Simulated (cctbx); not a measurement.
## Rh3O2F5 with cctbx, script by script

Library: cctbx 2025.11. The data are simulated by the first script.

## 1. Simulate the data

run.py:

```python
from cctbx import adptbx, crystal, miller, sgtbx, xray
from cctbx.array_family import flex
from iotbx.shelx import hklf
from scitbx import matrix
import scitbx.random

cs = crystal.symmetry(unit_cell=(4.859, 15.842, 4.561, 90, 90, 90), space_group_symbol='Hall: -P 2ac 2n')  # Pnma
atoms = [  # label, site, U (iso, or U11 U22 U33 U12 U13 U23 in A^2), occupancy
    ("Rh1", (0.9438, 0.25, 0.5468), (0.0046, 0.0066, 0.0040, 0.0000, -0.0014, 0.0000), 1),
    ("Rh2", (0.8739, 0.4001, 0.9401), (0.0053, 0.0048, 0.0075, 0.0007, -0.0002, 0.0000), 1),
    ("F1", (0.9475, 0.6182, 0.6774), (0.0081, 0.0071, 0.0080, 0.0004, -0.0002, 0.0006), 1),
    ("F2", (0.8266, 0.5309, 0.1843), (0.0098, 0.0130, 0.0091, -0.0040, -0.0009, 0.0023), 1),
    ("F3", (0.7723, 0.25, 0.1802), (0.0081, 0.0084, 0.0085, 0.0000, -0.0024, 0.0000), 0.95),
    ("O1", (0.7723, 0.25, 0.1802), (0.0081, 0.0084, 0.0085, 0.0000, -0.0024, 0.0000), 0.05),
    ("O2", (0.8323, 0.8251, 0.208), (0.0066, 0.0085, 0.0076, 0.0011, 0.0009, 0.0019), 0.975),
    ("F4", (0.8323, 0.8251, 0.208), (0.0066, 0.0085, 0.0076, 0.0011, 0.0009, 0.0019), 0.025),
]
xs = xray.structure(crystal_symmetry=cs)
for label, site, u, occ in atoms:
    u = adptbx.u_cif_as_u_star(cs.unit_cell(), u) if isinstance(u, tuple) else u
    xs.add_scatterer(xray.scatterer(label, site=site, u=u, occupancy=occ))
xs.set_inelastic_form_factors(0.71073, "sasaki")
xs.show_summary()
p1 = xs.expand_to_p1()
ms = miller.build_set(p1, anomalous_flag=True, d_min=0.8)
flex.set_random_seed(448175)
scitbx.random.set_random_seed(448175)
ms = ms.select(flex.random_double(ms.size()) < 0.95)
i = ms.structure_factors_from_scatterers(p1, algorithm="direct").f_calc().as_intensity_array().data()
i = i * 20000 / flex.max(i)
sig = flex.sqrt(i + flex.pow2(0.04 * i) + 2 ** 2)
noise = scitbx.random.variate(scitbx.random.normal_distribution())(i.size())
data = ms.array(data=i + sig * noise, sigmas=sig).set_observation_type_xray_intensity()
with open("data.hkl", "w") as f:
    data.export_as_shelx_hklf(f)
print("reflections written:", data.size(), " <I/sigma> = %.1f" % flex.mean(data.data() / data.sigmas()))
for h, a, b in list(data.sort("data"))[:12]:
    print("%4d%4d%4d %9.1f %7.1f" % (h + (a, b)))
```

```console
$ python run.py
```

```text
Number of scatterers: 8
At special positions: 3
Unit cell: (4.859, 15.842, 4.561, 90, 90, 90)
Space group: P n m a (No. 62)
reflections written: 2708  <I/sigma> = 12.7
   0  -6   0   20376.2   812.4
   0   6   0   20137.5   812.4
  -2   7   0   19514.2   752.5
   2  -7   0   18123.0   752.5
  -2  -7   0   17683.0   752.5
   2   7   0   17056.8   752.5
   0  14   0   15095.4   587.1
   0 -14   0   15041.8   587.1
   0   7   3   12586.0   495.2
   0  -7   3   12492.8   495.2
   0  -7  -3   12154.3   495.2
   0   7  -3   11238.6   495.2
```

It took 0.25 s on 1 thread of Arm Neoverse V2, on a shared host, peak memory 0.07 GiB.

## 2. Refinement

run.py:

```python
import math
from cctbx import adptbx, crystal, maptbx, sgtbx, xray
from cctbx.array_family import flex
from cctbx.xray import observations
from iotbx.shelx import hklf
from scitbx.lstbx import normal_eqns_solving
from smtbx import absolute_structure, utils
from smtbx.refinement import constraints, least_squares

cs = crystal.symmetry(unit_cell=(4.859, 15.842, 4.561, 90, 90, 90), space_group_symbol='Hall: -P 2ac 2n')  # Pnma
atoms = [  # label, site, U (iso, or U11 U22 U33 U12 U13 U23 in A^2), occupancy
    ("Rh1", (0.9438, 0.25, 0.5468), 0.0200, 1),
    ("Rh2", (0.8739, 0.4001, 0.9401), 0.0200, 1),
    ("F1", (0.9475, 0.6182, 0.6774), 0.0200, 1),
    ("F2", (0.8266, 0.5309, 0.1843), 0.0200, 1),
    ("F3", (0.7723, 0.25, 0.1802), 0.0200, 1),
    ("O2", (0.8323, 0.8251, 0.208), 0.0200, 1),
]
xs = xray.structure(crystal_symmetry=cs)
for label, site, u, occ in atoms:
    u = adptbx.u_cif_as_u_star(cs.unit_cell(), u) if isinstance(u, tuple) else u
    xs.add_scatterer(xray.scatterer(label, site=site, u=u, occupancy=occ))
xs.set_inelastic_form_factors(0.71073, "sasaki")
xs.convert_to_anisotropic()
raw = hklf.reader(file_name="data.hkl").as_miller_arrays(crystal_symmetry=cs, anomalous=True)[0]
merged = raw.eliminate_sys_absent().merge_equivalents()
fo2 = merged.array().set_observation_type_xray_intensity()
print("Rint %.3f, %d unique reflections to %.2f A" % (merged.r_int(), fo2.size(), fo2.d_min()))
for sc in xs.scatterers():
    sc.flags.set_grad_site(True)
    sc.flags.set_grad_u_aniso(sc.flags.use_u_aniso())
    sc.flags.set_grad_u_iso(sc.flags.use_u_iso())
obs = fo2.as_xray_observations()
extra = {}
rep = constraints.reparametrisation(xs, [], utils.connectivity_table(xs), **extra)
ls = least_squares.crystallographic_ls(obs, rep, weighting_scheme=least_squares.mainstream_shelx_weighting(a=0, b=0))
print("cycle     R1     wR2    GooF  max shift (A)")
for cycle in range(12):
    ls.build_up()
    r1, wr2, goof = ls.r1_factor(cutoff_factor=2)[0], ls.wR2(), ls.goof()
    old = xs.sites_cart()
    normal_eqns_solving.levenberg_marquardt_iterations(ls, n_max_iterations=3, tau=1e-06, step_threshold=1e-7)
    big = flex.max((xs.sites_cart() - old).norms())
    print("%4d %7.4f %7.4f %7.3f %9.5f" % (cycle + 1, r1, wr2, goof, big))
    ls.build_up(objective_only=True)
    if abs(ls.wR2() - wr2) < 5e-5 and big < 5e-4:
        break
ls.build_up()
print("final R1 %.4f wR2 %.4f GooF %.3f  parameters %d  data/parameter %.1f" % (ls.r1_factor(cutoff_factor=2)[0], ls.wR2(), ls.goof(), ls.n_parameters, fo2.size() / ls.n_parameters))
cov = ls.covariance_matrix_and_annotations()
su = dict(zip(cov.annotations, (math.sqrt(max(v, 0)) for v in cov.matrix.matrix_packed_u_diagonal())))
a2 = cs.unit_cell().reciprocal_parameters()[0] ** -2
print("atom        x        y        z      Ueq    occ   su(xyz)  su(Uiso or U11)")
for sc in xs.scatterers():
    s = max(su.get(sc.label + k, 0) for k in (".x", ".y", ".z"))
    npd = "" if sc.is_positive_definite_u(cs.unit_cell()) else "  NPD"
    print("%-5s %8.5f %8.5f %8.5f %8.4f %6.3f %8.5f %7.4f%s" % ((sc.label,) + sc.site + (sc.u_iso_or_equiv(cs.unit_cell()), sc.occupancy, s, su.get(sc.label + ".uiso", su.get(sc.label + ".u11", 0) * a2), npd)))
fo = fo2.f_sq_as_f()
fc = fo.structure_factors_from_scatterers(xs, algorithm="direct").f_calc()
diff = fo.f_obs_minus_f_calc(1 / math.sqrt(ls.scale_factor()), fc).average_bijvoet_mates()
m = diff.fft_map(symmetry_flags=maptbx.use_space_group_symmetry, resolution_factor=0.25).apply_volume_scaling()
print("difference map: max %.2f min %.2f rms %.2f" % (m.statistics().max(), m.statistics().min(), m.statistics().sigma()))
peaks = m.peak_search(parameters=maptbx.peak_search_parameters(min_distance_sym_equiv=0.6, max_clusters=6)).all()
near = xs.closest_distances(peaks.sites(), distance_cutoff=4)
sps = cs.special_position_settings(min_distance_sym_equiv=0.5)
for k, (x, h) in enumerate(zip(peaks.sites(), peaks.heights())):
    ss = sps.site_symmetry(x)
    print("Q%-3d %7.4f %7.4f %7.4f %4d %7.2f  %.2f A from %s" % ((k + 1,) + tuple(t % 1 for t in ss.exact_site()) + (ss.multiplicity(), h, near.smallest_distances[k], xs.scatterers()[near.i_seqs[k]].label)))
```

```console
$ python run.py
```

```text
Rint 0.033, 369 unique reflections to 0.80 A
cycle     R1     wR2    GooF  max shift (A)
   1  0.1061  0.2339   9.554   0.00189
   2  0.0090  0.0222   0.907   0.00004
final R1 0.0090 wR2 0.0222 GooF 0.907  parameters 48  data/parameter 7.7
atom        x        y        z      Ueq    occ   su(xyz)  su(Uiso or U11)
Rh1    0.94385  0.25000  0.54682   0.0051  1.000  0.00005  0.0001
Rh2    0.87386  0.40009  0.93999   0.0059  1.000  0.00004  0.0001
F1     0.94765  0.61817  0.67718   0.0076  1.000  0.00027  0.0006
F2     0.82666  0.53088  0.18396   0.0107  1.000  0.00030  0.0006
F3     0.77232  0.25000  0.18017   0.0091  1.000  0.00039  0.0009
O2     0.83238  0.82505  0.20763   0.0077  1.000  0.00035  0.0008
difference map: max 0.44 min -0.40 rms 0.11
Q1    0.0377  0.1086  0.8578    8    0.46  0.89 A from Rh2
Q2    0.9781  0.2500  0.6605    4    0.38  0.54 A from Rh1
Q3    0.2034  0.0967  0.8680    8    0.37  1.08 A from F2
Q4    0.0816  0.5278  0.9587    8    0.35  1.22 A from F2
Q5    0.2009  0.2500  0.5236    4    0.34  0.99 A from F3
Q6    0.0901  0.6814  0.0762    8    0.34  1.30 A from Rh2
```

Time: 0.45 s.

This run holds a fault made on purpose: disorder ignored: each site full, of its main element.

## 3. Refinement (occupancies of the disordered sites free, main element alone)

run.py, as its changes from the last script of this kind:

```diff
@@ -12,6 +12,6 @@
-    ("Rh1", (0.9438, 0.25, 0.5468), 0.0200, 1),
-    ("Rh2", (0.8739, 0.4001, 0.9401), 0.0200, 1),
-    ("F1", (0.9475, 0.6182, 0.6774), 0.0200, 1),
-    ("F2", (0.8266, 0.5309, 0.1843), 0.0200, 1),
-    ("F3", (0.7723, 0.25, 0.1802), 0.0200, 1),
-    ("O2", (0.8323, 0.8251, 0.208), 0.0200, 1),
+    ("Rh1", (0.94385, 0.25, 0.54682), 0.0120, 1),
+    ("Rh2", (0.87386, 0.40009, 0.93999), 0.0120, 1),
+    ("F1", (0.94765, 0.61817, 0.67718), 0.0120, 1),
+    ("F2", (0.82666, 0.53088, 0.18396), 0.0120, 1),
+    ("F3", (0.77232, 0.25, 0.18017), 0.0120, 1),
+    ("O2", (0.83238, 0.82505, 0.20763), 0.0120, 1),
@@ -32,0 +33 @@
+    sc.flags.set_grad_occupancy(sc.label in ('F3', 'O2'))
@@ -38 +39 @@
-for cycle in range(12):
+for cycle in range(20):
@@ -57,0 +59,2 @@
+print("su of occupancy F3: %.3f" % su["F3.occ"])
+print("su of occupancy O2: %.3f" % su["O2.occ"])
```

```console
$ python run.py
```

```text
Rint 0.033, 369 unique reflections to 0.80 A
cycle     R1     wR2    GooF  max shift (A)
   1  0.0526  0.1199   4.914   0.00003
   2  0.0090  0.0222   0.910   0.00003
final R1 0.0090 wR2 0.0222 GooF 0.910  parameters 50  data/parameter 7.4
atom        x        y        z      Ueq    occ   su(xyz)  su(Uiso or U11)
Rh1    0.94385  0.25000  0.54682   0.0051  1.000  0.00005  0.0001
Rh2    0.87386  0.40009  0.93999   0.0059  1.000  0.00004  0.0001
F1     0.94765  0.61817  0.67718   0.0076  1.000  0.00027  0.0006
F2     0.82666  0.53088  0.18396   0.0107  1.000  0.00030  0.0006
F3     0.77232  0.25000  0.18017   0.0091  0.999  0.00039  0.0011
O2     0.83238  0.82505  0.20763   0.0077  1.000  0.00035  0.0009
su of occupancy F3: 0.010
su of occupancy O2: 0.009
difference map: max 0.44 min -0.40 rms 0.11
Q1    0.0377  0.1086  0.8578    8    0.46  0.89 A from Rh2
Q2    0.9777  0.2500  0.6604    4    0.38  0.54 A from Rh1
Q3    0.2034  0.0967  0.8680    8    0.37  1.08 A from F2
Q4    0.0816  0.5278  0.9586    8    0.35  1.22 A from F2
Q5    0.2009  0.2500  0.5234    4    0.34  0.99 A from F3
Q6    0.0901  0.6814  0.0762    8    0.34  1.30 A from Rh2
```

Run time: 0.4 s on 1 thread of Arm Neoverse V2 (shared host), peak memory 0.09 GiB.

[Logs are printed without paths, hosts, clocks, repeated set-up lines and the standing remarks that a program may print on its own settings, such as how far it seeks lower states.]
